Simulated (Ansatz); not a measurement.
# Resistivity from frozen vibrations: Al(111) with 4 thermally displaced layers, 2x2

Aim: the resistivity of Al at 300 K from frozen thermal displacements between perfect leads.

Main program and level: Ansatz 0.2.0; Ansatz plane-wave DFT, PBE, PAW files; ballistic transport by layer matching (Landauer), zero bias; PAW set soft_1.

This is a report of a sequence of runs, with most program output left out.

## (1) The structure

The cell holds 40 atoms: 40 Al. Its edges and angles: a = 5.725 Å, b = 5.725 Å, c = 23.429 Å, α = 93.5°, β = 86.5°, γ = 120.0°. It derives from Al. Regions: lead, 24 atoms (24 Al); scattering region, 16 atoms (16 Al). The structure is stacked along c, and the current runs across the ab planes.

## (2) With 4 displaced layers

Each atom of 4 layers is moved at random, by amounts drawn from a normal law 0.0966 Å wide in each direction from the Debye model (428 K) at 300 K. The layers about the cell's end stay perfect and serve as the lead. Disorder leaves little or no symmetry, which makes such runs dear. Energies from -0.05 to 0.05 eV in steps of 0.05 eV are too few for the program's thermal sum, so it prints no conductance; for a metal the transmission near the Fermi level serves, at a fraction of the cost.

input.yaml reads:

```yaml
crystal:
  lattice:
    - [5.7246940741, 0.0, 0.0]
    - [-2.862347037, 4.957730497, 0.0]
    - [1.4311735185, -0.8262884162, 23.3709656917]
  atoms:
    - { symbol: Al, position: [0.9916666667, 0.0083333333, 0.05] }
    - { symbol: Al, position: [0.9916666667, 0.5083333333, 0.05] }
    - { symbol: Al, position: [0.4916666667, 0.0083333333, 0.05] }
    - { symbol: Al, position: [0.4916666667, 0.5083333333, 0.05] }
    - { symbol: Al, position: [0.1416666667, 0.3583333333, 0.15] }
    - { symbol: Al, position: [0.1416666667, 0.8583333333, 0.15] }
    - { symbol: Al, position: [0.6416666667, 0.3583333333, 0.15] }
    - { symbol: Al, position: [0.6416666667, 0.8583333333, 0.15] }
[... 28 atom lines left out ...]
    - { symbol: Al, position: [0.8416666667, 0.1583333333, 0.95] }
    - { symbol: Al, position: [0.8416666667, 0.6583333333, 0.95] }
    - { symbol: Al, position: [0.3416666667, 0.1583333333, 0.95] }
    - { symbol: Al, position: [0.3416666667, 0.6583333333, 0.95] }
kpoints:
  mp_grid: { grid: [5, 5, 1] }
hamiltonian:
  xc: pbe
  pseudopotentials: { kind: paw, azcp: { folder: soft_1 } }
scf:
  occupations: { method: fermi_dirac, width: 0.1 }
output:
  transmission:
    leads: [[0, 4]]
    kmesh: [10, 10]
    e_range: [-0.05, 0.05]
    de: 0.05
  write_potential: true
  write_density: true
  volumetric_format: npy
  elf: true
```

Started as:

```
> ansatz run input.yaml --threads 4 --pin off --max-ram 15360MiB --backend cpu --events-out ev --progress --plain --runs-dir out
```

Wall time 6.1 min (4 threads of Arm Neoverse V2, shared host); peak memory 1.7 GiB; 20 min of CPU time.

This step gave:

```
free energy                                    : -21499.2009 eV
energy at zero smearing                        : -21498.8784 eV
Fermi energy                                   : 7.928 eV
cell area                                      : 28.38 Å²
transmission per spin nearest the Fermi level  : 5.033
open channels per spin nearest the Fermi level : 5.41
step of the lead's potential                   : 9.1 meV
```

Per spin. Table of transmission, zone mean by energy, zero at the Fermi level:

| energy (eV) | transmission, zone mean |
| --- | --- |
| -0.0500 | 4.96 |
| 0.0000 | 5.03 |
| 0.0500 | 5.14 |

Per spin. The open channels, zone mean, lead by energy, zero at the Fermi level:

| energy (eV) | open channels, zone mean, lead |
| --- | --- |
| -0.0500 | 5.29 |
| 0.0000 | 5.41 |
| 0.0500 | 5.57 |

Transmission over k1 and k2. At 0.0000 eV from the Fermi level.

Ten even steps from '0' (2.97) to '9' (6.90):
```
4562654020
2649945122
2399899210
4699779954
2549797945
4459977996
2012998993
2221549946
4020456265
2411424114
```
Columns: k1 (b1) from -0.5 to 0.4; rows upwards: k2 (b2) from -0.5 to 0.4.

Open channels over k1 and k2. At 0.0000 eV from the Fermi level.

Ten even steps from '_' (3.00) to '@' (7.00):
```
++####++####++__::__
::##++@@@@++##::::::
::++@@@@@@@@@@++::__
++##@@@@####@@@@##++
::##++@@##@@##@@++##
++++##@@@@####@@@@##
::__::++@@@@@@@@@@++
::::::::##++@@@@++##
++__::__++####++####
::++::::++::++::::++
```
Columns: k1 (b1) from -0.5 to 0.4; rows upwards: k2 (b2) from -0.5 to 0.4.

Electrostatic potential energy in the ca plane at fractional y = 0.546, with atoms of Al within 0.2 Å of it. With pseudopotentials it is smooth inside the atoms' cores, unlike the true potential.

Ten even steps from '0' (-9.2 eV) to '9' (9.9 eV), each cell a mean:
```
99999999983299327877899998899712621674236898
78999888984177137888899998999606961588788998
57887546887300168755689988899721521688889998
35786213688765787400268887789862115776568998
46786202689988997201047876689997778740014898
67887545788767887300048876689999899721411688
89999878886211478632478987789997778730411688
99999999983165158877799988899863236751014798
89999989972299238999999998999830102786567998
68998767884166148999999998999720421688889998
46886324787311268877899988899840102787789998
35785102688766787522589877789974236763136898
56886313688877887300268865679998778730102798
78998766887412477300268865679987678721521688
99999988984044047633589987789851025740102788
```
Columns run along c (16.0 Å, from fractional 0.16 to 0.84 of the cell; values clipped at the 3rd and 97th percentile), rows up along a (5.7 Å). Atoms in or near the plane, at fractional coordinates: Al at (0.35, 0.94), Al at (0.35, 0.41), Al at (0.66, 0.90).

Valence density in the ca plane at fractional y = 0.546, with atoms of Al within 0.2 Å of it. It is the smooth field of the valence electrons, not physical close to the nuclei.

Ten even steps from '0' (0.06 e/Å³) to '9' (0.26 e/Å³), each cell a mean:
```
54323566667300499999743457765663148998766556
65434566667411489999643356665651016887764445
76556777656655688999754457655563137877654335
77767766654566667877765567754456678888765445
77667766644455556754677677753335667776566556
76556777655566556765677677753234556774236766
65334576656655666787765567653335666774236766
54323566667412576676543456644455677887556656
64333566677300376555322345544454357888765445
76545677677511576554322345544553237877654345
77666777667766776665433356544455457887764345
77777766656788877666654567643457888888766545
77666777655788877755665567653357898885346666
65445677666778888876765567654457999984136766
54333566667523699998754567765566789996446666
```
Columns run along c (16.0 Å, from fractional 0.16 to 0.84 of the cell), rows up along a (5.7 Å). Atoms in or near the plane, at fractional coordinates: Al at (0.35, 0.94), Al at (0.35, 0.41), Al at (0.66, 0.90).

ELF in the ca plane at fractional y = 0.546, with atoms of Al within 0.2 Å of it. It is the smooth field of the valence electrons, not physical close to the nuclei.

Ten even steps from '0' (0.06) to '9' (0.68), each cell a mean:
```
75323678887133289999753468987850017999766667
86445788888300289999743468887850105999875456
88767888877643688998754468877761016988864346
89888877766777777765666679875566568999876556
88888877765677666632477789864456888886457767
87667888766788777754577789864346777872016888
76435788878655788988776689875457888872016888
75323678888300488898754578876677789997446778
75434688887132288877532368876774248999876557
87656788888300388776532468876772016998864346
88878878878755788888654579876674237999875446
89888766777899988777876789975578889998666667
88778877777899988645787899865468999983136878
86556788878877898755787789875568999971016988
75334688888300599998765689976676689995126888
```
Columns run along c (16.0 Å, from fractional 0.16 to 0.84 of the cell), rows up along a (5.7 Å). Atoms in or near the plane, at fractional coordinates: Al at (0.35, 0.94), Al at (0.35, 0.41), Al at (0.66, 0.90).

Over the solved energies the transmission per spin lies between 4.96 and 5.14, out of 5.42 channels of the lead on average (up to 5.57).

## (3) With 8 displaced layers

Each atom of 8 layers is moved at random, by amounts drawn from a normal law 0.0966 Å wide in each direction from the Debye model (428 K) at 300 K. A fresh draw is used; the growth of the resistance with length is what counts.

System of this step: Al(111) with 8 thermally displaced layers, 2x2. The cell holds 56 atoms: 56 Al. Cell: a = 5.725 Å, b = 5.725 Å, c = 32.761 Å, α = 87.5°, β = 92.5°, γ = 120.0°. It derives from Al. Regions: lead, 24 atoms (24 Al); scattering region, 32 atoms (32 Al). The structure is stacked along c, and the current runs across the ab planes.

input.yaml reads:

```yaml
crystal:
  lattice:
    - [5.7246940741, 0.0, 0.0]
    - [-2.862347037, 4.957730497, 0.0]
    - [-1.4311735185, 0.8262884162, 32.7193519684]
  atoms:
    - { symbol: Al, position: [0.005952381, 0.994047619, 0.0357142857] }
    - { symbol: Al, position: [0.005952381, 0.494047619, 0.0357142857] }
    - { symbol: Al, position: [0.505952381, 0.994047619, 0.0357142857] }
    - { symbol: Al, position: [0.505952381, 0.494047619, 0.0357142857] }
    - { symbol: Al, position: [0.1845238095, 0.3154761905, 0.1071428571] }
    - { symbol: Al, position: [0.1845238095, 0.8154761905, 0.1071428571] }
    - { symbol: Al, position: [0.6845238095, 0.3154761905, 0.1071428571] }
    - { symbol: Al, position: [0.6845238095, 0.8154761905, 0.1071428571] }
[... 44 atom lines left out ...]
    - { symbol: Al, position: [0.3273809524, 0.1726190476, 0.9642857143] }
    - { symbol: Al, position: [0.3273809524, 0.6726190476, 0.9642857143] }
    - { symbol: Al, position: [0.8273809524, 0.1726190476, 0.9642857143] }
    - { symbol: Al, position: [0.8273809524, 0.6726190476, 0.9642857143] }
kpoints:
  mp_grid: { grid: [5, 5, 1] }
hamiltonian:
  xc: pbe
  pseudopotentials: { kind: paw, azcp: { folder: soft_1 } }
scf:
  occupations: { method: fermi_dirac, width: 0.1 }
output:
  transmission:
    leads: [[0, 4]]
    kmesh: [10, 10]
    e_range: [-0.05, 0.05]
    de: 0.05
  write_potential: true
  write_density: true
  volumetric_format: npy
```

Elapsed: 8.7 min, on 4 threads; peak memory 3.1 GiB.

Numbers from this step:

- free energy: -30097.9888 eV
- energy at zero smearing: -30097.5452 eV
- Fermi energy: 7.933 eV
- transmission per spin nearest the Fermi level: 4.795
- open channels per spin nearest the Fermi level: 5.53
- step of the lead's potential: 6 meV

Per spin. The transmission, zone mean by energy, zero at the Fermi level:

| energy (eV) | transmission, zone mean |
| --- | --- |
| -0.0500 | 4.57 |
| 0.0000 | 4.79 |
| 0.0500 | 4.87 |

Over the solved energies the transmission per spin lies between 4.57 and 4.87, out of 5.45 channels of the lead on average (up to 5.59).

## (4) With 12 displaced layers

Each atom of 12 layers is moved at random, by amounts drawn from a normal law 0.0966 Å wide in each direction from the Debye model (428 K) at 300 K. A fresh draw is used; the growth of the resistance with length is what counts.

System of this step: Al(111) with 12 thermally displaced layers, 2x2. The cell holds 72 atoms: 72 Al. Cell: a = 5.725 Å, b = 5.725 Å, c = 42.068 Å, α = 90.0°, β = 90.0°, γ = 120.0°. It derives from Al. Regions: lead, 24 atoms (24 Al); scattering region, 48 atoms (48 Al). The structure is stacked along c, and the current runs across the ab planes.

input.yaml reads:

```yaml
crystal:
  lattice:
    - [5.7246940741, 0.0, 0.0]
    - [-2.862347037, 4.957730497, 0.0]
    - [0.0, 0.0, 42.0677382451]
  atoms:
    - { symbol: Al, position: [0.0, 0.0, 0.0277777778] }
    - { symbol: Al, position: [0.0, 0.5, 0.0277777778] }
    - { symbol: Al, position: [0.5, 0.0, 0.0277777778] }
    - { symbol: Al, position: [0.5, 0.5, 0.0277777778] }
    - { symbol: Al, position: [0.1666666667, 0.3333333333, 0.0833333333] }
    - { symbol: Al, position: [0.1666666667, 0.8333333333, 0.0833333333] }
    - { symbol: Al, position: [0.6666666667, 0.3333333333, 0.0833333333] }
    - { symbol: Al, position: [0.6666666667, 0.8333333333, 0.0833333333] }
[... 60 atom lines left out ...]
    - { symbol: Al, position: [0.3333333333, 0.1666666667, 0.9722222222] }
    - { symbol: Al, position: [0.3333333333, 0.6666666667, 0.9722222222] }
    - { symbol: Al, position: [0.8333333333, 0.1666666667, 0.9722222222] }
    - { symbol: Al, position: [0.8333333333, 0.6666666667, 0.9722222222] }
kpoints:
  mp_grid: { grid: [5, 5, 1] }
hamiltonian:
  xc: pbe
  pseudopotentials: { kind: paw, azcp: { folder: soft_1 } }
scf:
  occupations: { method: fermi_dirac, width: 0.1 }
output:
  transmission:
    leads: [[0, 4]]
    kmesh: [10, 10]
    e_range: [-0.05, 0.05]
    de: 0.05
  write_potential: true
  write_density: true
  volumetric_format: npy
```

Run time: 13 min. Hardware: 4 threads; peak memory 4.8 GiB.

This step gave:

```
free energy                                    : -38696.6047 eV
energy at zero smearing                        : -38696.0045 eV
Fermi energy                                   : 7.939 eV
transmission per spin nearest the Fermi level  : 4.495
open channels per spin nearest the Fermi level : 5.59
step of the lead's potential                   : 6.8 meV
```

Per spin. The transmission, zone mean by energy, zero at the Fermi level:

| energy (eV) | transmission, zone mean |
| --- | --- |
| -0.0500 | 4.35 |
| 0.0000 | 4.50 |
| 0.0500 | 4.39 |

Over the solved energies the transmission per spin lies between 4.35 and 4.50, out of 5.47 channels of the lead on average (up to 5.59).

## (5) The fit

This step: Ansatz plane-wave DFT, PBE, PAW files; ballistic transport by layer matching (Landauer), zero bias; resistivity from the slope of the area resistance; PAW set soft_1 (Ansatz 0.2.0).

Numbers from this step:

```
resistivity           : 5.842 µΩ cm
intercept             : -0.005593 fΩ m²
scatter about the fit : 0.002763 fΩ m²
```

Resistance, by row:

| run | length (Å) | T | channels N | RA (fΩ m²) |
| --- | --- | --- | --- | --- |
| n4 | 9.348 | 5.043 | 5.423 | 0.05097 |
| n8 | 18.7 | 4.746 | 5.45 | 0.09973 |
| n12 | 28.05 | 4.414 | 5.47 | 0.1602 |

Area resistance against length of the displaced region:

| length of the displaced region (Å) | area resistance (fΩ m²) |
| --- | --- |
| 9.35 | 0.0510 |
| 18.70 | 0.0997 |
| 28.05 | 0.160 |

The area resistance goes from 0.051 to 0.16 fΩ m² between 9.3 and 28.0 Å, a slope of 5.8 µΩ cm.

By hand from the end points: (0.1602 − 0.05097) fΩ m² / (28.05 − 9.35) Å = 5.8 µΩ cm, since 1 fΩ m² per Å is 1000 µΩ cm.

## (6) Summary of results

* resistivity from the slope: 5.84 µΩ cm
* area resistance over 9.35 Å: 0.0510 fΩ m²
* area resistance over 18.7 Å: 0.0997 fΩ m²
* area resistance over 28.0 Å: 0.160 fΩ m²

The slope gives 5.8 µΩ cm. The points scatter by 0.0028 fΩ m² about the line, with one random draw a length in a 2x2 cell, so the slope is a rough value. The mean square of the displacements drawn is 0.78, 0.99 and 1.2 of the nominal one at the three lengths; with each resistance scaled back by that, the slope is 3.8 µΩ cm, the value used below. Read with a model of isotropic scattering on a spherical Fermi surface and the lead's 1.5×10¹⁵ S/m², this slope means a mean free path near 155 Å; over these lengths the model's slope is 1.16 times its bulk resistivity, which would be 3.3 µΩ cm. Uncorrelated displacements put too much weight on short waves, which scatter strongly; with the sideways repeat of a small cell, one draw and three short lengths, the method is good to a factor of two or three. The measured value is 2.733 µΩ cm (CRC Handbook of Chemistry and Physics, 84th ed., 2003, Electrical Resistivity of Pure Metals); the scaled slope is 1.4 times that and the corrected value 1.2: fair for so small a cell.

[Logs are printed without paths, hosts, clocks, repeated set-up lines and the standing remarks that a program may print on its own settings, such as how far it seeks lower states.]

[Hosts, paths, dates, database ids (printed as entryN), source tags and the programs' standing remarks are cut or masked in the printed files.]
